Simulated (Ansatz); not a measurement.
# Gap against volume in glassy 65SiO2-10Al2O3-25Li2O (mol %) (128 atoms)

Density of this cell: 2.45 g/cm³. The cell holds 128 atoms: 26 Si, 8 Al, 20 Li and 74 O. Its edges and angles: a = 11.363 Å, b = 11.620 Å, c = 11.679 Å, α = 88.0°, β = 91.2°, γ = 89.1°. The starting structure: 128 atoms (26 Si, 8 Al, 20 Li, 74 O) placed at random at 2.38 g/cm³, melted at 4000 K for 10 ps at fixed volume with the Morse and Coulomb pair potential with partial charges (Pedone, Malavasi, Menziani, Cormack and Segre, J. Phys. Chem. B 110, 11780 (2006)). Quenched from 4000 K to 300 K at 100 K/ps and fixed volume, held 10 ps at zero pressure.

Calculated with Ansatz 0.2.0: Kohn-Sham DFT, r2SCAN, PAW (set soft_2), plane waves; cutoff 500 eV, Γ point, fixed occupations. The relaxed cell was scaled evenly and the atoms were relaxed at each volume. The gap is that between the highest filled and the lowest empty Kohn-Sham level on the run's k-points.

| volume (Å³/atom) | gap (eV) |
| --- | --- |
| 11.315 | 4.811 |
| 11.676 | 4.641 |
| 12.037 | 4.559 |
| 12.398 | ? |
| 12.759 | 4.115 |

**Question.** Fit a straight line in ln V to the rows given and interpolate to the withheld row.

Worked fit:

A volume deformation potential makes the spacing linear in u = ln(V/V0), with V0 = 12.037 Å³ the relaxed volume; v is the spacing.

| u = ln(V/V0) | v (eV) |
| --- | --- |
| -0.0618748 | 4.8109 |
| -0.0304591 | 4.6409 |
| 0 | 4.5589 |
| 0.0582694 | 4.1155 |

With n = 4: mean u = -0.00851611, mean v = 4.53155, Σ(u − ū)² = 0.0078615, Σ(u − ū)(v − v̄) = -0.044858. Slope b = -0.044858 / 0.0078615 = -5.7061; intercept a = v̄ − b ū = 4.4830.

At the withheld volume u = 0.02956, and v = a + b u.

Prediction at 12.398: 4.314 eV. The run gave 4.404 eV, so the fit is low by 0.089 eV (2.0 % of the value).

The slope, -5.71 eV, says that the spacing narrows on expansion. Among the rows given, the largest miss of the fit is at 12.037, by 0.076 eV (11 % of the range of the table).

Limits: The table spans 12 % in volume, wide for a linear law. Semilocal functionals tend to put gaps under measured ones. Only the Γ point is sampled. Atoms move by up to 1.1 Å in these relaxations, so the structure changes along the series. Defect or tail levels can set the spacing of a disordered cell.

[Hosts, paths, dates, database ids (printed as entryN), source tags and the programs' standing remarks are cut or masked in the printed files.]
